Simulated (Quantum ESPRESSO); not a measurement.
# antimonene, 1 layer: a series in biaxial strain, part 4 of 6

Wanted: a table for antimonene, 1 layer against biaxial strain, and what can be fitted to it.

Quantum ESPRESSO 7.5; plane-wave DFT, PBE, GBRV ultrasoft pseudopotentials.

So far. Step 2 (Variable-cell relaxation of the reference):  The last row is no step: it is a fresh SCF in the final cell with a new plane-wave basis, +0 meV from the row before. Step 3 (Relaxation with pw.x, -4 %): The relaxation lowers the energy by 9 meV an atom.

## Step 6: Bands along a path, -4 %

Bands along a path place the edges.

Input file m0.bands.in:

```
&control
  prefix = 'm0.bands'
  outdir = './out'
  pseudo_dir = './pseudo'
  calculation = 'bands'
/
&system
  ibrav = 0
  nat = 2
  ntyp = 1
  ecutwfc = 40
  ecutrho = 200
  occupations = 'smearing'
  smearing = 'fd'
  degauss = 0.002
  nbnd = 21
/
&electrons
  conv_thr = 1e-07
  mixing_beta = 0.4
  electron_maxstep = 120
  mixing_mode = 'plain'
/
ATOMIC_SPECIES
  Sb  121.7600  sb_pbe_v1.4.uspp.F.UPF
CELL_PARAMETERS angstrom
  3.95350294656000 0.00000000000000 0.00000000000000
  -1.97675147328000 3.42383398560000 0.00000000000000
  0.00000000000000 0.00000000000000 16.65000000000000
ATOMIC_POSITIONS crystal
  Sb  0.666666666700 0.333333333300 0.448994972600
  Sb  0.333333333300 0.666666666700 0.551005027400
K_POINTS crystal_b
4
  0.0000000000 0.0000000000 0.0000000000 12
  0.5000000000 0.0000000000 0.0000000000 12
  0.3333333333 0.3333333333 0.0000000000 12
  0.0000000000 0.0000000000 0.0000000000 1
```

Started as:

```bash
$ cp -r out/m0.scf.save out/m0.bands.save
$ cp out/m0.scf.xml out/m0.bands.xml
$ OMP_NUM_THREADS=1 mpirun -n 4 pw.x -nk 4 -in m0.bands.in > m0.bands.out
```

What it wrote:

```text
[banner, memory and clock lines left out]
Program PWSCF v.7.5 starts

          URL

     Atomic positions and unit cell read from directory:
     ./out/m0.bands.save/

     Message from routine setup:
     using ibrav=0 with symmetry is DISCOURAGED, use correct ibrav instead

     G-vector sticks info

     bravais-lattice index     =            0
     lattice parameter (alat)  =       7.4710  a.u.
     unit-cell volume          =    1520.9173 (a.u.)^3
     number of atoms/cell      =            2
     number of atomic types    =            1
     number of electrons       =        30.00
     number of Kohn-Sham states=           21
     kinetic-energy cutoff     =      40.0000  Ry
     charge density cutoff     =     200.0000  Ry
     Exchange-correlation=  SLA  PW   PBX  PBC
                           (   1   4   3   4   0   0   0)

     celldm(1)=   7.471038  celldm(2)=   0.000000  celldm(3)=   0.000000
     celldm(4)=   0.000000  celldm(5)=   0.000000  celldm(6)=   0.000000

     crystal axes: (cart. coord. in units of alat)
               a(1) = (   1.000000   0.000000   0.000000 )
               a(2) = (  -0.500000   0.866025   0.000000 )
               a(3) = (   0.000000   0.000000   4.211455 )

     reciprocal axes: (cart. coord. in units 2 pi/alat)
               b(1) = (  1.000000  0.577350 -0.000000 )
               b(2) = (  0.000000  1.154701  0.000000 )
               b(3) = (  0.000000 -0.000000  0.237448 )

     PseudoPot. # 1 for Sb read from file:
     ./pseudo/sb_pbe_v1.4.uspp.F.UPF
     Pseudo is Ultrasoft + core correction, Zval = 15.0
     Generated by new atomic code, or converted to UPF format
     Using radial grid of  891 points,  6 beta functions with:
                l(1) =   0
                l(2) =   0
                l(3) =   1
                l(4) =   1
                l(5) =   2
                l(6) =   2
     Q(r) pseudized with  8 coefficients,  rinner =    1.350   1.350   1.350
                                                       1.350   1.350

     atomic species   valence    mass     pseudopotential
     Sb               15.00   121.76000     Sb( 1.00)

     12 Sym. Ops., with inversion, found

   Cartesian axes

     site n.     atom                  positions (alat units)
         1        Sb     tau(   1) = (   0.5000000   0.2886751   1.8909222  )
         2        Sb     tau(   2) = (  -0.0000000   0.5773503   2.3205329  )

     number of k points=    37  Fermi-Dirac smearing, width (Ry)=  0.0020
                       cart. coord. in units 2pi/alat
        k(    1) = (   0.0000000   0.0000000   0.0000000), wk =   0.0540541
        k(    2) = (   0.0416667   0.0240563   0.0000000), wk =   0.0540541
        k(    3) = (   0.0833333   0.0481125   0.0000000), wk =   0.0540541
        k(    4) = (   0.1250000   0.0721688   0.0000000), wk =   0.0540541
        k(    5) = (   0.1666667   0.0962250   0.0000000), wk =   0.0540541
        k(    6) = (   0.2083333   0.1202813   0.0000000), wk =   0.0540541
        k(    7) = (   0.2500000   0.1443376   0.0000000), wk =   0.0540541
        k(    8) = (   0.2916667   0.1683938   0.0000000), wk =   0.0540541
        k(    9) = (   0.3333333   0.1924501   0.0000000), wk =   0.0540541
        k(   10) = (   0.3750000   0.2165064   0.0000000), wk =   0.0540541
        k(   11) = (   0.4166667   0.2405626   0.0000000), wk =   0.0540541
        k(   12) = (   0.4583333   0.2646189   0.0000000), wk =   0.0540541
        k(   13) = (   0.5000000   0.2886751   0.0000000), wk =   0.0540541
        k(   14) = (   0.4861111   0.3127314   0.0000000), wk =   0.0540541
        k(   15) = (   0.4722222   0.3367877   0.0000000), wk =   0.0540541
        k(   16) = (   0.4583333   0.3608439   0.0000000), wk =   0.0540541
        k(   17) = (   0.4444444   0.3849002   0.0000000), wk =   0.0540541
        k(   18) = (   0.4305556   0.4089564   0.0000000), wk =   0.0540541
        k(   19) = (   0.4166667   0.4330127   0.0000000), wk =   0.0540541
        k(   20) = (   0.4027778   0.4570690   0.0000000), wk =   0.0540541
        k(   21) = (   0.3888889   0.4811252   0.0000000), wk =   0.0540541
        k(   22) = (   0.3750000   0.5051815   0.0000000), wk =   0.0540541
        k(   23) = (   0.3611111   0.5292377   0.0000000), wk =   0.0540541
        k(   24) = (   0.3472222   0.5532940   0.0000000), wk =   0.0540541
        k(   25) = (   0.3333333   0.5773503   0.0000000), wk =   0.0540541
        k(   26) = (   0.3055556   0.5292377   0.0000000), wk =   0.0540541
        k(   27) = (   0.2777778   0.4811252   0.0000000), wk =   0.0540541
        k(   28) = (   0.2500000   0.4330127   0.0000000), wk =   0.0540541
        k(   29) = (   0.2222222   0.3849002   0.0000000), wk =   0.0540541
        k(   30) = (   0.1944444   0.3367877   0.0000000), wk =   0.0540541
        k(   31) = (   0.1666667   0.2886751   0.0000000), wk =   0.0540541
        k(   32) = (   0.1388889   0.2405626   0.0000000), wk =   0.0540541
        k(   33) = (   0.1111111   0.1924501   0.0000000), wk =   0.0540541
        k(   34) = (   0.0833333   0.1443376   0.0000000), wk =   0.0540541
        k(   35) = (   0.0555556   0.0962250   0.0000000), wk =   0.0540541
        k(   36) = (   0.0277778   0.0481125   0.0000000), wk =   0.0540541
        k(   37) = (   0.0000000   0.0000000   0.0000000), wk =   0.0540541

     Dense  grid:    72729 G-vectors     FFT dimensions: (  36,  36, 144)

     Smooth grid:    51847 G-vectors     FFT dimensions: (  32,  32, 128)

     The potential is recalculated from file :
     ./out/m0.bands.save/charge-density

     negative rho (up, down):  2.199E-04 0.000E+00
     Starting wfcs are   18 randomized atomic wfcs +    3 random wfcs

     Band Structure Calculation
     Davidson diagonalization with overlap

     ethr =  3.33E-10,  avg # of iterations = 37.1

     End of band structure calculation

          k = 0.0000 0.0000 0.0000 (  6501 PWs)   bands (ev):

   -29.5088 -29.5088 -29.4249 -29.4249 -29.3917 -29.3078 -29.3078 -29.2714
   -29.2175 -29.2175 -12.5607  -7.4959  -1.9022  -0.4737  -0.4737   1.3186
     2.2604   2.2604   3.3183   3.3337   4.6445

          k = 0.0417 0.0241 0.0000 (  6513 PWs)   bands (ev):

   -29.5086 -29.5078 -29.4248 -29.4242 -29.3913 -29.3082 -29.3078 -29.2717
   -29.2187 -29.2175 -12.5399  -7.4885  -1.8895  -0.7350  -0.5289   1.5122
     2.1966   2.3089   3.3422   3.3744   4.6662

          k = 0.0833 0.0481 0.0000 (  6527 PWs)   bands (ev):

   -29.5081 -29.5049 -29.4246 -29.4223 -29.3900 -29.3094 -29.3081 -29.2724
   -29.2223 -29.2176 -12.4777  -7.4680  -1.8529  -1.2950  -0.6780   1.6888
     2.2069   2.4343   3.4092   3.5010   4.7239

          k = 0.1250 0.0722 0.0000 (  6535 PWs)   bands (ev):

[...]
-29.5035 -29.4758 -29.4237 -29.4037 -29.3757 -29.3217 -29.3127 -29.2787
   -29.2570 -29.2188 -11.8294  -7.4512  -3.6215  -1.6648  -1.5811   0.5138
     2.7724   2.8871   3.9052   4.1451   5.1598

          k = 0.2917 0.1684 0.0000 (  6515 PWs)   bands (ev):

   -29.5022 -29.4655 -29.4231 -29.3970 -29.3701 -29.3265 -29.3157 -29.2808
   -29.2689 -29.2192 -11.5767  -7.5645  -3.9750  -1.7816  -1.7283   0.3533
     2.5275   2.8958   4.1207   4.3621   5.1386

          k = 0.3333 0.1925 0.0000 (  6523 PWs)   bands (ev):

   -29.5009 -29.4552 -29.4214 -29.3898 -29.3642 -29.3320 -29.3199 -29.2842
   -29.2795 -29.2195 -11.2963  -7.7655  -4.1797  -1.9524  -1.8868   0.3276
     2.2336   2.8773   4.3841   4.5324   5.1065

          k = 0.3750 0.2165 0.0000 (  6511 PWs)   bands (ev):

   -29.4998 -29.4467 -29.4174 -29.3822 -29.3589 -29.3379 -29.3251 -29.2940
   -29.2827 -29.2199 -10.9987  -8.0408  -4.2461  -2.1145  -2.0889   0.4194
     1.9412   2.8469   4.3827   4.7993   5.2962

          k = 0.4167 0.2406 0.0000 (  6483 PWs)   bands (ev):

   -29.4990 -29.4413 -29.4105 -29.3746 -29.3557 -29.3444 -29.3297 -29.3040
   -29.2838 -29.2202 -10.7053  -8.3457  -4.2155  -2.3567  -2.1883   0.5880
     1.6668   2.8170   4.2124   5.1894   5.6381

          k = 0.4583 0.2646 0.0000 (  6469 PWs)   bands (ev):

   -29.4985 -29.4389 -29.4027 -29.3670 -29.3569 -29.3512 -29.3305 -29.3119
   -29.2844 -29.2203 -10.4636  -8.6063  -4.1488  -2.5493  -2.2486   0.7872
     1.4215   2.7958   4.0755   5.6217   6.0174

          k = 0.5000 0.2887 0.0000 (  6446 PWs)   bands (ev):

   -29.4983 -29.4382 -29.3989 -29.3616 -29.3588 -29.3563 -29.3293 -29.3155
   -29.2846 -29.2204 -10.3622  -8.7161  -4.1148  -2.6249  -2.2688   0.9124
     1.2840   2.7883   4.0251   6.0265   6.0877

          k = 0.4861 0.3127 0.0000 (  6434 PWs)   bands (ev):

   -29.4983 -29.4378 -29.3986 -29.3619 -29.3605 -29.3547 -29.3289 -29.3157
   -29.2848 -29.2205 -10.3551  -8.7178  -4.1139  -2.6228  -2.3160   0.9755
     1.2787   2.7538   4.0387   6.0530   6.0947

          k = 0.4722 0.3368 0.0000 (  6446 PWs)   bands (ev):

   -29.4983 -29.4368 -29.3980 -29.3631 -29.3628 -29.3523 -29.3280 -29.3163
   -29.2854 -29.2207 -10.3341  -8.7234  -4.1123  -2.6168  -2.4436   1.1505
     1.2604   2.6614   4.0807   6.1155   6.1209

          k = 0.4583 0.3608 0.0000 (  6456 PWs)   bands (ev):

   -29.4983 -29.4350 -29.3970 -29.3659 -29.3642 -29.3500 -29.3265 -29.3172
   -29.2864 -29.2211 -10.2991  -8.7338  -4.1131  -2.6192  -2.6078   1.2228
     1.4038   2.5382   4.1549   6.1498   6.2071

          k = 0.4444 0.3849 0.0000 (  6462 PWs)   bands (ev):

   -29.4982 -29.4326 -29.3956 -29.3688 -29.3659 -29.3478 -29.3246 -29.3186
   -29.2877 -29.2216 -10.2502  -8.7504  -4.1224  -2.8071  -2.5974   1.1568
     1.6978   2.4171   4.2685   6.1965   6.2958

          k = 0.4306 0.4090 0.0000 (  6464 PWs)   bands (ev):

   -29.4982 -29.4296 -29.3940 -29.3717 -29.3675 -29.3458 -29.3224 -29.3205
   -29.2893 -29.2221 -10.1876  -8.7755  -4.1491  -2.9753  -2.5880   1.0555
     1.9976   2.3258   4.4317   6.2522   6.3849

          k = 0.4167 0.4330 0.0000 (  6456 PWs)   bands (ev):

   -29.4981 -29.4259 -29.3924 -29.3747 -29.3689 -29.3440 -29.3228 -29.3201
   -29.2912 -29.2227 -10.1115  -8.8114  -4.2021  -3.0984  -2.5827   0.9214
     2.2717   2.2784   4.6561   6.3013   6.4779

          k = 0.4028 0.4571 0.0000 (  6464 PWs)   bands (ev):

   -29.4980 -29.4218 -29.3911 -29.3777 -29.3696 -29.3427 -29.3254 -29.3177
   -29.2933 -29.2233 -10.0220  -8.8610  -4.2826  -3.1632  -2.5858   0.7684
     2.2745   2.4953   4.9489   6.2713   6.5541

          k = 0.3889 0.4811 0.0000 (  6462 PWs)   bands (ev):

   -29.4979 -29.4172 -29.3905 -29.3808 -29.3692 -29.3421 -29.3281 -29.3152
   -29.2955 -29.2238  -9.9195  -8.9272  -4.3794  -3.1723  -2.6018   0.6154
     2.3062   2.6536   5.3047   6.1337   6.6221

          k = 0.3750 0.5052 0.0000 (  6474 PWs)   bands (ev):

   -29.4979 -29.4121 -29.3910 -29.3840 -29.3673 -29.3429 -29.3302 -29.3126
   -29.2978 -29.2242  -9.8044  -9.0122  -4.4747  -3.1376  -2.6358   0.4798
     2.3648   2.7427   5.6759   6.0233   6.7448

          k = 0.3611 0.5292 0.0000 (  6466 PWs)   bands (ev):

   -29.4978 -29.4068 -29.3922 -29.3872 -29.3641 -29.3455 -29.3312 -29.3101
   -29.3003 -29.2245  -9.6771  -9.1176  -4.5527  -3.0711  -2.6918   0.3752
     2.4436   2.7653   5.7755   6.2407   6.9070

          k = 0.3472 0.5533 0.0000 (  6442 PWs)   bands (ev):

   -29.4977 -29.4012 -29.3940 -29.3906 -29.3599 -29.3497 -29.3313 -29.3077
   -29.3027 -29.2247  -9.5384  -9.2435  -4.6031  -2.9815  -2.7717   0.3101
     2.5372   2.7284   5.7230   6.6162   6.9617

          k = 0.3333 0.5774 0.0000 (  6444 PWs)   bands (ev):

   -29.4977 -29.3973 -29.3942 -29.3942 -29.3548 -29.3548 -29.3313 -29.3052
   -29.3052 -29.2248  -9.3889  -9.3889  -4.6205  -2.8748  -2.8748   0.2883
     2.6415   2.6415   5.7018   6.8725   6.8725

          k = 0.3056 0.5292 0.0000 (  6466 PWs)   bands (ev):

   -29.4978 -29.4023 -29.4013 -29.3828 -29.3660 -29.3430 -29.3321 -29.3095
   -29.3005 -29.2246  -9.7283  -9.0622  -4.5511  -3.1329  -2.6269   0.3700
     2.3652   2.8652   5.7741   6.4170   6.6845

          k = 0.2778 0.4811 0.0000 (  6472 PWs)   bands (ev):

   -29.4982 -29.4121 -29.4059 -29.3767 -29.3705 -29.3358 -29.3294 -29.3121
   -29.2960 -29.2239 -10.1101  -8.7085  -4.3521  -3.4153  -2.3543   0.5899
     2.0305   3.0781   5.8558   5.9112   6.2393

          k = 0.2500 0.4330 0.0000 (  6474 PWs)   bands (ev):

   -29.4988 -29.4240 -29.4101 -29.3856 -29.3587 -29.3423 -29.3147 -29.3128
   -29.2919 -29.2229 -10.5068  -8.3465  -4.0442  -3.6643  -2.0838   0.9064
     1.7120   3.2342   5.4380   5.5207   5.9636

          k = 0.2222 0.3849 0.0000 (  6489 PWs)   bands (ev):

   -29.4998 -29.4376 -29.4139 -29.3928 -29.3506 -29.3477 -29.3124 -29.2992
   -29.2881 -29.2218 -10.8961  -8.0045  -3.8248  -3.6487  -1.8476   1.2793
     1.4633   3.2933   5.0120   5.0826   5.5706

          k = 0.1944 0.3368 0.0000 (  6509 PWs)   bands (ev):

   -29.5010 -29.4517 -29.4170 -29.3986 -29.3596 -29.3379 -29.3116 -29.2846
   -29.2836 -29.2208 -11.2618  -7.7193  -3.8444  -3.1861  -1.6806   1.3224
     1.6617   3.2589   4.6419   4.6840   5.2532

          k = 0.1667 0.2887 0.0000 (  6517 PWs)   bands (ev):

   -29.5024 -29.4653 -29.4195 -29.4038 -29.3682 -29.3294 -29.3107 -29.2814
   -29.2685 -29.2198 -11.5926  -7.5241  -3.6823  -2.6772  -1.6048   1.3032
     1.9848   3.1870   4.3341   4.3427   5.0486

          k = 0.1389 0.2406 0.0000 (  6525 PWs)   bands (ev):

   -29.5040 -29.4777 -29.4214 -29.4087 -29.3758 -29.3225 -29.3099 -29.2786
   -29.2544 -29.2190 -11.8812  -7.4272  -3.3286  -2.1485  -1.6105   1.3866
     2.1607   3.1289   4.0336   4.1345   4.9537

          k = 0.1111 0.1925 0.0000 (  6541 PWs)   bands (ev):

   -29.5055 -29.4885 -29.4228 -29.4135 -29.3820 -29.3169 -29.3092 -29.2761
   -29.2419 -29.2184 -12.1224  -7.4062  -2.8095  -1.7216  -1.5768   1.5373
     2.1686   3.0436   3.7836   3.9950   4.9083

          k = 0.0833 0.1443 0.0000 (  6545 PWs)   bands (ev):

   -29.5068 -29.4972 -29.4238 -29.4179 -29.3865 -29.3128 -29.3086 -29.2742
   -29.2316 -29.2180 -12.3127  -7.4267  -2.1709  -1.7679  -1.1410   1.7323
     2.0742   2.8594   3.5857   3.8061   4.8363

          k = 0.0556 0.0962 0.0000 (  6537 PWs)   bands (ev):

   -29.5079 -29.5036 -29.4244 -29.4216 -29.3895 -29.3100 -29.3081 -29.2727
   -29.2238 -29.2177 -12.4501  -7.4597  -1.8374  -1.4701  -0.7765   1.8956
     1.9582   2.5737   3.4409   3.5587   4.7458

          k = 0.0278 0.0481 0.0000 (  6507 PWs)   bands (ev):

   -29.5085 -29.5075 -29.4248 -29.4240 -29.3911 -29.3083 -29.3079 -29.2718
   -29.2191 -29.2175 -12.5330  -7.4861  -1.8853  -0.8079  -0.5495   1.5648
     2.1683   2.3328   3.3502   3.3881   4.6731

          k = 0.0000 0.0000 0.0000 (  6501 PWs)   bands (ev):

   -29.5088 -29.5088 -29.4249 -29.4249 -29.3917 -29.3078 -29.3078 -29.2714
   -29.2175 -29.2175 -12.5607  -7.4959  -1.9022  -0.4737  -0.4737   1.3186
     2.2604   2.2604   3.3183   3.3337   4.6445

     XML data file, pseudopotentials, collected wavefunctions

                                        0.00s GPU  (     308 calls)
```

Run time: 21 s. Hardware: 4 MPI ranks of Arm Neoverse N1, shared host; peak memory 0.33 GiB; 83 s of CPU time.

Read from the output:

```
valence top, on the run's zero : -0.4737 eV
gap by band count              : 0.7620 eV
```

Band numbers count within the set of bands kept for display. Electronic bands along the path, in eV, zero at the highest filled level of the SCF mesh; v1 is the highest filled band, c1 the lowest empty one:

```tsv
point	v4	v3	v2	v1	c1	c2	c3	c4
Γ	-7.02	-1.43	0.00	0.00	1.79	2.73	2.73	3.79
halfway	-6.98	-3.15	-1.19	-1.11	0.99	3.25	3.36	4.38
M	-8.24	-3.64	-2.15	-1.80	1.39	1.76	3.26	4.50
halfway	-8.34	-3.73	-2.62	-2.11	1.40	2.75	2.75	5.13
K	-8.92	-4.15	-2.40	-2.40	0.76	3.12	3.12	6.18
halfway	-7.05	-3.21	-2.20	-1.13	1.78	2.46	3.66	4.81
Γ	-7.02	-1.43	0.00	0.00	1.79	2.73	2.73	3.79
```

The electronic bands as a text plot (rows in eV, shown from -8.0 to 5.1 only):

```
    4.8 |+        +++++++++     +++               ++++++        +
    4.3 |    +++++++       +++++                      ++++++++
    3.8 |++++++                             ++++++++++++++  +++++
    3.2 |    ++++++++++++++++++++   ++++++++              ++++
    2.7 |++++         +++        +++++++  ++++      +++++++++++++
    2.1 | +++++          ++++   ++            ++++++  ++++++++++
    1.6 |+     ++            +++++++          ++++++++          +
    1.0 |        ++++++++++++       ++++++++++
    0.5 |
   -0.1 |****                                               *****
   -0.6 |   ******                                        **
   -1.2 |***************                        *****************
   -1.7 |    **       **********            ****      **  **
   -2.3 |      **          *****************        **  **
   -2.8 |        *                 *****  ****    **  **
   -3.4 |         ****                        ********
   -3.9 |             ************************
   -4.4 |
   -5.0 |
   -5.5 |
   -6.1 |
   -6.6 |
   -7.2 |***************                          ***************
   -7.7 |               ***                   ****
         Γ                   M           K                      Γ
```

Along this path the valence top lies at Γ and the conduction bottom at K.

[end of part 4 of 6]

[Logs are printed without paths, hosts, clocks, repeated set-up lines and the standing remarks that a program may print on its own settings, such as how far it seeks lower states.]

[Hosts, paths, dates, database ids (printed as entryN), source tags and the programs' standing remarks are cut or masked in the printed files.]

[Maps of the electrostatic potential energy from Ansatz leave out the sawtooth potential of an applied field or a dipole correction, so their vacuum need not be flat; planar profiles and work functions include it.]
